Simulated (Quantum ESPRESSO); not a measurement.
# TlBi2 (P6/mmm): zone-centre phonons, part 2 of 2

Which modes does TlBi2 (P6/mmm) have at the zone centre?

Quantum ESPRESSO 7.5; DFT LDA, scalar-relativistic, plane waves, PseudoDojo norm-conserving pseudopotentials.

So far. Step 2 (A first look): No gap opens on this mesh, so smearing is kept; the start stands at -3.1 GPa. Step 4 (Ground state): The cell stands at -0.005 GPa, close enough for phonons. The relaxed cell has a = 5.609, c = 3.270 Å (conventional setting).

**5. Zone-centre response**

At q = 0 one unit cell holds all displacements; symmetry groups them into irreducible representations that are solved one by one. With smeared occupations no response to a homogeneous field can be asked.

Contents of ph.in:

```
phonons
 &inputph
    prefix='x',
    outdir='./tmp',
    fildyn='g.dyn',
    tr2_ph=1.0d-18,
    alpha_mix(1)=0.4,
    nmix_ph=8,
 /
0.000000000000 0.000000000000 0.000000000000
```

Started as:

```sh
OMP_NUM_THREADS=1 mpirun -n 8 ph.x -nk 8 -in ph.in > ph.out
```

The program printed:

```text
[banners, grids, parts of the stress and lines that vanish by symmetry left out]
[banner, memory and clock lines left out]
Program PHONON v.7.5

     ./tmp/x.save/

     IMPORTANT: XC functional enforced from input :
     Exchange-correlation= PW
                           (   1   4   0   0   0   0   0)
     Any further DFT definition will be discarded
     Please, verify this is what you really want

     G-vector sticks info

     Reading collected, re-writing distributed wavefunctions in ./tmp/

     Number and degeneracy of irreps per q-point
       N         xq(1)         xq(2)         xq(3)   N irreps
       1   0.000000000   0.000000000   0.000000000       6
        1   2   1   1   2   2

     Calculation of q =    0.0000000   0.0000000   0.0000000

     phonons

     bravais-lattice index     =            0
     lattice parameter (alat)  =      10.5993  a.u.
     unit-cell volume          =     601.1341 (a.u.)^3
     number of atoms/cell      =            3
     number of atomic types    =            2
     kinetic-energy cut-off    =      70.0000  Ry
     charge density cut-off    =     280.0000  Ry
     convergence threshold     =      1.0E-18
     beta                      =       0.4000
     number of iterations used =            8
     Exchange-correlation= PW
                           (   1   4   0   0   0   0   0)

     celldm(1)=   10.59929  celldm(2)=    0.00000  celldm(3)=    0.00000
     celldm(4)=    0.00000  celldm(5)=    0.00000  celldm(6)=    0.00000

     crystal axes: (cart. coord. in units of alat)
               a(1) = (  1.0000  0.0000  0.0000 )
               a(2) = ( -0.5000  0.8660  0.0000 )
               a(3) = (  0.0000  0.0000  0.5829 )

     reciprocal axes: (cart. coord. in units 2 pi/alat)
               b(1) = (  1.0000  0.5774 -0.0000 )
               b(2) = (  0.0000  1.1547  0.0000 )
               b(3) = (  0.0000 -0.0000  1.7155 )

     Atoms inside the unit cell:

     Cartesian axes

     site n.  atom      mass           positions (alat units)
        1  Tl    204.3800   tau(    1) = (    0.00000    0.00000    0.00000  )
        2  Bi    208.9804   tau(    2) = (    0.50000    0.28868    0.29146  )
        3  Bi    208.9804   tau(    3) = (   -0.00000    0.57735    0.29146  )

     Computing dynamical matrix for
                    q = (   0.0000000   0.0000000   0.0000000 )

     25 Sym.Ops. (with q -> -q+G )

     G cutoff =  796.8051  (  47625 G-vectors)     FFT grid: ( 60, 60, 36)

     number of k points=    84  Marzari-Vanderbilt smearing, width (Ry)=  0.0200
                       cart. coord. in units 2pi/alat
        k(    1) = (   0.0000000   0.0000000   0.0000000), wk =   0.0020576
        k(    2) = (   0.0000000   0.0000000   0.1429581), wk =   0.0041152
        k(    3) = (   0.0000000   0.0000000   0.2859162), wk =   0.0041152
        [... further k-points left out ...]

     PseudoPot. # 1 for Tl read from file:
     ./pseudo/Tl.upf
     Pseudo is Norm-conserving + core correction, Zval = 13.0
     Using radial grid of 1936 points,  6 beta functions with:
                l(1) =   0
                l(2) =   0
                l(3) =   1
                l(4) =   1
                l(5) =   2
                l(6) =   2

     PseudoPot. # 2 for Bi read from file:
     ./pseudo/Bi.upf
     Pseudo is Norm-conserving + core correction, Zval = 15.0
     Using radial grid of 1454 points,  6 beta functions with:
                l(1) =   0
                l(2) =   0
                l(3) =   1
                l(4) =   1
                l(5) =   2
                l(6) =   2

     Mode symmetry, D_6h(6/mmm) point group:

     Atomic displacements:
     There are    6 irreducible representations

     Representation     1      1 modes -  To be done

     Representation     2      2 modes -  To be done

     Representation     3      1 modes -  To be done

     Representation     4      1 modes -  To be done

     Representation     5      2 modes -  To be done

     Representation     6      2 modes -  To be done

     Alpha used in Ewald sum =   2.6000

     Representation #   1 mode #   1

     Self-consistent Calculation
      iter #   1   av.it.:   7.5
      thresh= 1.000E-02 alpha_mix =  0.400 |ddv_scf|^2 =  4.094E-06
      iter #   2   av.it.:  12.0
      thresh= 2.023E-04 alpha_mix =  0.400 |ddv_scf|^2 =  9.559E-08
      iter #   3   av.it.:  12.4
      thresh= 3.092E-05 alpha_mix =  0.400 |ddv_scf|^2 =  4.313E-09
      iter #   4   av.it.:  12.7
      thresh= 6.567E-06 alpha_mix =  0.400 |ddv_scf|^2 =  2.064E-11
      iter #   5   av.it.:  11.9
      thresh= 4.544E-07 alpha_mix =  0.400 |ddv_scf|^2 =  2.629E-12
      iter #   6   av.it.:  12.6
      thresh= 1.621E-07 alpha_mix =  0.400 |ddv_scf|^2 =  7.466E-15
      iter #   7   av.it.:  12.7
      thresh= 8.641E-09 alpha_mix =  0.400 |ddv_scf|^2 =  8.933E-17
      iter #   8   av.it.:  12.3
      thresh= 9.452E-10 alpha_mix =  0.400 |ddv_scf|^2 =  9.778E-18
      iter #   9   av.it.:  12.9
      thresh= 3.127E-10 alpha_mix =  0.400 |ddv_scf|^2 =  1.270E-20

     End of self-consistent calculation

     Convergence has been achieved

     Representation #   2 modes #   2   3

     Self-consistent Calculation
      iter #   1   av.it.:   9.1
      thresh= 1.000E-02 alpha_mix =  0.400 |ddv_scf|^2 =  8.788E-06
      iter #   2   av.it.:  14.2
      thresh= 2.964E-04 alpha_mix =  0.400 |ddv_scf|^2 =  3.008E-07
      iter #   3   av.it.:  13.9
      thresh= 5.485E-05 alpha_mix =  0.400 |ddv_scf|^2 =  2.386E-09
      iter #   4   av.it.:  15.1
      thresh= 4.885E-06 alpha_mix =  0.400 |ddv_scf|^2 =  3.295E-11
      iter #   5   av.it.:  14.3
      thresh= 5.740E-07 alpha_mix =  0.400 |ddv_scf|^2 =  2.670E-12
[...]
End of self-consistent calculation

     Convergence has been achieved

     Representation #   3 mode #   4

     Self-consistent Calculation
[...]
End of self-consistent calculation

     Convergence has been achieved

     Representation #   4 mode #   5

     Self-consistent Calculation
[...]
End of self-consistent calculation

     Convergence has been achieved

     Representation #   5 modes #   6   7

     Self-consistent Calculation
[...]
End of self-consistent calculation

     Convergence has been achieved

     Representation #   6 modes #   8   9

     Self-consistent Calculation
[...]
iter #   4   av.it.:  14.4
      thresh= 4.546E-06 alpha_mix =  0.400 |ddv_scf|^2 =  2.746E-10
      iter #   5   av.it.:  14.6
      thresh= 1.657E-06 alpha_mix =  0.400 |ddv_scf|^2 =  3.162E-12
      iter #   6   av.it.:  14.4
      thresh= 1.778E-07 alpha_mix =  0.400 |ddv_scf|^2 =  3.059E-13
      iter #   7   av.it.:  15.0
      thresh= 5.531E-08 alpha_mix =  0.400 |ddv_scf|^2 =  9.916E-15
      iter #   8   av.it.:  15.1
      thresh= 9.958E-09 alpha_mix =  0.400 |ddv_scf|^2 =  3.281E-16
      iter #   9   av.it.:  15.1
      thresh= 1.811E-09 alpha_mix =  0.400 |ddv_scf|^2 =  4.214E-18
      iter #  10   av.it.:  14.5
      thresh= 2.053E-10 alpha_mix =  0.400 |ddv_scf|^2 =  7.520E-19

     End of self-consistent calculation

     Convergence has been achieved

     Number of q in the star =    1
     List of q in the star:
          1   0.000000000   0.000000000   0.000000000

     Diagonalizing the dynamical matrix

     q = (    0.000000000   0.000000000   0.000000000 )

 **************************************************************************
     freq (    1) =      -0.015904 [THz] =      -0.530500 [cm-1]
     freq (    2) =       0.014680 [THz] =       0.489679 [cm-1]
     freq (    3) =       0.014680 [THz] =       0.489679 [cm-1]
     freq (    4) =       0.838099 [THz] =      27.955961 [cm-1]
     freq (    5) =       0.867408 [THz] =      28.933621 [cm-1]
     freq (    6) =       1.761833 [THz] =      58.768435 [cm-1]
     freq (    7) =       1.761833 [THz] =      58.768435 [cm-1]
     freq (    8) =       2.512930 [THz] =      83.822332 [cm-1]
     freq (    9) =       2.512930 [THz] =      83.822332 [cm-1]
 **************************************************************************

     Mode symmetry, D_6h(6/mmm) point group:

     freq (   1-   1) =         -0.5  [cm-1]   --> A_2u            I
     freq (   2-   3) =          0.5  [cm-1]   --> E_1u            I
     freq (   4-   4) =         28.0  [cm-1]   --> B_1g
     freq (   5-   5) =         28.9  [cm-1]   --> A_2u            I
     freq (   6-   7) =         58.8  [cm-1]   --> E_1u            I
     freq (   8-   9) =         83.8  [cm-1]   --> E_2g            R
```

Wall time 4.6 min (8 MPI ranks of AMD EPYC 9R45, shared host).

This step gave:

* largest acoustic frequency at the zone centre before the sum rule: -0.53 cm⁻¹
* highest optical zone-centre mode (no LO-TO term): 83.82 cm⁻¹
* lowest optical zone-centre mode: 27.96 cm⁻¹

The acoustic modes at Γ come out as far as 0.5 cm⁻¹ from zero, where they should vanish, a small numerical error.

**6. Modes with the sum rule**

A rigid shift of the crystal must cost nothing, but grids and finite bases break this; the acoustic sum rule is imposed before the matrix is diagonalised again.

Contents of dynmat.in:

```
 &input
    fildyn='g.dyn',
    asr='crystal',
    fileig='dynmat.eig',
 /
```

Started as:

```sh
dynmat.x -in dynmat.in > dynmat.out
```

The program printed:

```text
[banner, memory and clock lines left out]
Program DYNMAT v.7.5

     Reading Dynamical Matrix from file g.dyn
     ...Force constants read
     ...epsilon and Z* not read (not found on file)
     Acoustic Sum Rule: || Z*(ASR) - Z*(orig)|| =    0.000000E+00
     Acoustic Sum Rule: ||dyn(ASR) - dyn(orig)||=    8.698756E-06
     A direction for q was not specified:TO-LO splitting will be absent

     Polarizability (A^3 units)
     multiply by 1.000000 for Clausius-Mossotti correction
         0.000000    0.000000    0.000000
         0.000000    0.000000    0.000000
         0.000000    0.000000    0.000000

     IR activities are in (D/A)^2/amu units

# mode   [cm-1]    [THz]      IR
    1     -0.00   -0.0000    0.0000
    2      0.00    0.0000    0.0000
    3      0.00    0.0000    0.0000
    4     27.96    0.8381    0.0000
    5     28.93    0.8674    0.0000
    6     58.77    1.7618    0.0000
    7     58.77    1.7618    0.0000
    8     83.82    2.5129    0.0000
    9     83.82    2.5129    0.0000

[end of the log left out, with the tail of the file of modes that dynmat.x writes under the same name]
```

The job ended after 0.57 s (1 thread).

Unit eigenvectors of the mass-weighted matrix after the sum rule; no LO-TO term. The modes at Γ (shares of kinetic energy by element, %):

| mode | frequency (cm⁻¹) | Tl % | Bi % |
| --- | --- | --- | --- |
| 1 | 0.0 | 33 | 67 |
| 2 | 0.0 | 33 | 67 |
| 3 | 0.0 | 33 | 67 |
| 4 | 28.0 | 0 | 100 |
| 5 | 28.9 | 67 | 33 |
| 6 | 58.8 | 67 | 33 |
| 7 | 58.8 | 67 | 33 |
| 8 | 83.8 | 0 | 100 |
| 9 | 83.8 | 0 | 100 |

Displacements in mode 4 (28.0 cm⁻¹), the largest set to 1:
```
Tl1  0.00  0.00  0.00
Bi2  0.00  0.00  1.00
Bi3  0.00  0.00 -1.00
```

Displacements in mode 8 (83.8 cm⁻¹), the largest set to 1:
```
Tl1  0.00  0.00  0.00
Bi2 -0.01  1.00  0.00
Bi3  0.01 -1.00  0.00
```

The rule moves no optical mode by more than 0.1 cm⁻¹.

**7. Sum rules set otherwise: a sum rule for molecules or wires on a crystal**

This rule also removes rotations, which suits molecules and not a crystal; it is tried to see the harm.

Contents of dynmat.in:

```
 &input
    fildyn='g.dyn',
    asr='zero-dim',
    fileig='dynmat.eig',
 /
```

Started as:

```sh
dynmat.x -in dynmat.in > dynmat.out
```

The program printed:

```text
[banner, memory and clock lines left out]
Program DYNMAT v.7.5

     Reading Dynamical Matrix from file g.dyn
     ...Force constants read
     ...epsilon and Z* not read (not found on file)
     Acoustic Sum Rule: || Z*(ASR) - Z*(orig)|| =    0.000000E+00
     Acoustic Sum Rule: ||dyn(ASR) - dyn(orig)||=    1.065367E-01
     A direction for q was not specified:TO-LO splitting will be absent

     Polarizability (A^3 units)
     multiply by 1.000000 for Clausius-Mossotti correction
         0.000000    0.000000    0.000000
         0.000000    0.000000    0.000000
         0.000000    0.000000    0.000000

     IR activities are in (D/A)^2/amu units

# mode   [cm-1]    [THz]      IR
    1     -0.00   -0.0000    0.0000
    2     -0.00   -0.0000    0.0000
    3     -0.00   -0.0000    0.0000
    4      0.00    0.0000    0.0000
    5      0.00    0.0000    0.0000
    6      0.00    0.0000    0.0000
    7     52.82    1.5836    0.0000
    8     67.82    2.0333    0.0000
    9     83.82    2.5129    0.0000

[end of the log left out, with the tail of the file of modes that dynmat.x writes under the same name]
```

Wall time 0.57 s (1 thread).

The run ended normally, but on settings that are not sound.

The fault: a sum rule for molecules or wires on a crystal; 3 optical modes are projected out to zero frequency, as if they were rotations.

For a crystal the rule has to be 'simple' or 'crystal'.

Zone-centre frequencies as printed; negative means imaginary. Modes:

| mode | frequency (cm⁻¹) |
| --- | --- |
| 1 | 0 |
| 2 | 0 |
| 3 | 0 |
| 4 | 0 |
| 5 | 0 |
| 6 | 0 |
| 7 | 52.82 |
| 8 | 67.82 |
| 9 | 83.82 |

**8. Sum rules set otherwise (asr no)**

Without the rule the raw error of the acoustic modes shows.

Contents of dynmat.in:

```
 &input
    fildyn='g.dyn',
    asr='no',
    fileig='dynmat.eig',
 /
```

Started as:

```sh
dynmat.x -in dynmat.in > dynmat.out
```

The program printed:

```text
[banner, memory and clock lines left out]
Program DYNMAT v.7.5

     Reading Dynamical Matrix from file g.dyn
     ...Force constants read
     ...epsilon and Z* not read (not found on file)
     A direction for q was not specified:TO-LO splitting will be absent

     Polarizability (A^3 units)
     multiply by 1.000000 for Clausius-Mossotti correction
         0.000000    0.000000    0.000000
         0.000000    0.000000    0.000000
         0.000000    0.000000    0.000000

     IR activities are in (D/A)^2/amu units

# mode   [cm-1]    [THz]      IR
    1     -0.53   -0.0159    0.0000
    2      0.49    0.0147    0.0000
    3      0.49    0.0147    0.0000
    4     27.96    0.8381    0.0000
    5     28.93    0.8674    0.0000
    6     58.77    1.7618    0.0000
    7     58.77    1.7618    0.0000
    8     83.82    2.5129    0.0000
    9     83.82    2.5129    0.0000

[cm-1]
[end of the log left out, with the tail of the file of modes that dynmat.x writes under the same name]
```

Elapsed: 0.57 s, on 1 thread.

Zone-centre frequencies as printed; negative means imaginary. Modes:

| mode | frequency (cm⁻¹) |
| --- | --- |
| 1 | -0.53 |
| 2 | 0.49 |
| 3 | 0.49 |
| 4 | 27.96 |
| 5 | 28.93 |
| 6 | 58.77 |
| 7 | 58.77 |
| 8 | 83.82 |
| 9 | 83.82 |

Against the first rule no mode moves by more than 0.6 cm⁻¹.

**9. What came out**

- space group after relaxation: P6/mmm
- volume per atom: 29.7 Å³
- highest optical zone-centre mode (no LO-TO term): 83.8 cm⁻¹
- lowest optical zone-centre mode: 28.0 cm⁻¹
- imaginary optical modes at the zone centre (no q mesh in this session): none

**Reading.** At the LDA level the optical modes of TlBi2 (P6/mmm) at the zone centre run from 28 to 84 cm⁻¹. Of the 6 optical modes, 1 is silent, 3 are infrared active alone and 2 are Raman active alone; inversion symmetry keeps the two sets apart. These are harmonic frequencies at zero temperature: anharmonic shifts and linewidths and thermal expansion are left out. Spin-orbit coupling is left out, which can matter for the heavy elements here. In a metal the frequencies hang on the k mesh and the smearing, most of all near Kohn anomalies. The runs are without spin polarisation, although the cell has an odd electron count or an open d or f shell, so a magnetic state was not tested. The structure comes from a database and need not be the phase that is stable at ambient conditions.

[Host names and launcher messages were left out of these logs when they were recorded.]

[Logs are printed without paths, hosts, clocks, repeated set-up lines and the standing remarks that a program may print on its own settings, such as how far it seeks lower states.]

[Hosts, paths, dates, database ids (printed as entryN), source tags and the programs' standing remarks are cut or masked in the printed files.]
